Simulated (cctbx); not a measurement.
# Diagnosing a refinement

Cell a = 3.0080 Å, b = 3.0080 Å, c = 16.4900 Å, α = 90.00°, β = 90.00°, γ = 120.00°; space group R-3m (no. 166).

Simulated single-crystal data (cctbx): Cu Kα, λ = 1.54184 Å, to d = 0.83 Å, 50 % of the full sphere, strongest reflection 40000 counts, noise from counting, a 6 % proportional error and a noise floor of 15 counts (s.d.); no absorption.

An anisotropic refinement with weights 1/σ² prints:

```text
Rint 0.044, 9 unique reflections to 1.62 A
cycle     R1     wR2    GooF  max shift (A)
   1  0.0191  0.0388   1.168   0.00000
   2  0.0119  0.0231   0.695   0.00000
final R1 0.0119 wR2 0.0231 GooF 0.695  parameters 4  data/parameter 2.2
atom        x        y        z      Ueq    occ   su(xyz)  su(Uiso or U11)
Pb1    0.66667  0.33333  0.83333   0.0138  1.000  0.00000  0.0045
Cr1    0.00000  0.00000  0.00000   0.0380  1.000  0.00000  0.0124
difference map: max 0.52 min -0.39 rms 0.18
Q1    0.0000  0.0000  0.2840    6    0.52  1.92 A from Cr1
```

**Question.** Can this result stand? If not, what is the likely fault?

Mend it. The fault: data cut at low resolution. Against the right model at the same level, R1 goes from 0.0165 to 0.0119 and GooF from 0.97 to 0.69. The atoms are right, but there are too few data for the parameters: R1 flatters and the s.u.s grow. Data per parameter fall from 10.8 to 2.2.

The compound is CrPb. The right model at the same level gives:

```text
Rint 0.048, 43 unique reflections to 0.85 A
cycle     R1     wR2    GooF  max shift (A)
   1  0.0262  0.0700   2.066   0.00000
   2  0.0165  0.0329   0.972   0.00000
final R1 0.0165 wR2 0.0329 GooF 0.972  parameters 4  data/parameter 10.8
atom        x        y        z      Ueq    occ   su(xyz)  su(Uiso or U11)
Pb1    0.66667  0.33333  0.83333   0.0163  1.000  0.00000  0.0004
Cr1    0.00000  0.00000  0.00000   0.0292  1.000  0.00000  0.0012
difference map: max 1.50 min -0.83 rms 0.35
Q1    0.0000  0.0000  0.2161    6    1.55  1.92 A from Pb1
Q2    0.0000  0.0000  0.3124    6    1.50  1.77 A from Cr1
Q3    0.0000  0.0000  0.1397    6    0.85  1.79 A from Pb1
Q4    0.0569  0.5285  0.0678   18    0.42  1.78 A from Pb1
Q5    0.0000  0.3072  0.0000   18    0.37  0.92 A from Cr1
Q6    0.0000  0.0000  0.5000    3    0.20  0.00 A from Pb1
```

The model is made up (kin elements in a known structure type, no relaxation), so it says nothing on whether the phase exists.

[Middle refinement cycles are left out of these outputs.]

[Logs are printed without paths, hosts, clocks, repeated set-up lines and the standing remarks that a program may print on its own settings, such as how far it seeks lower states.]
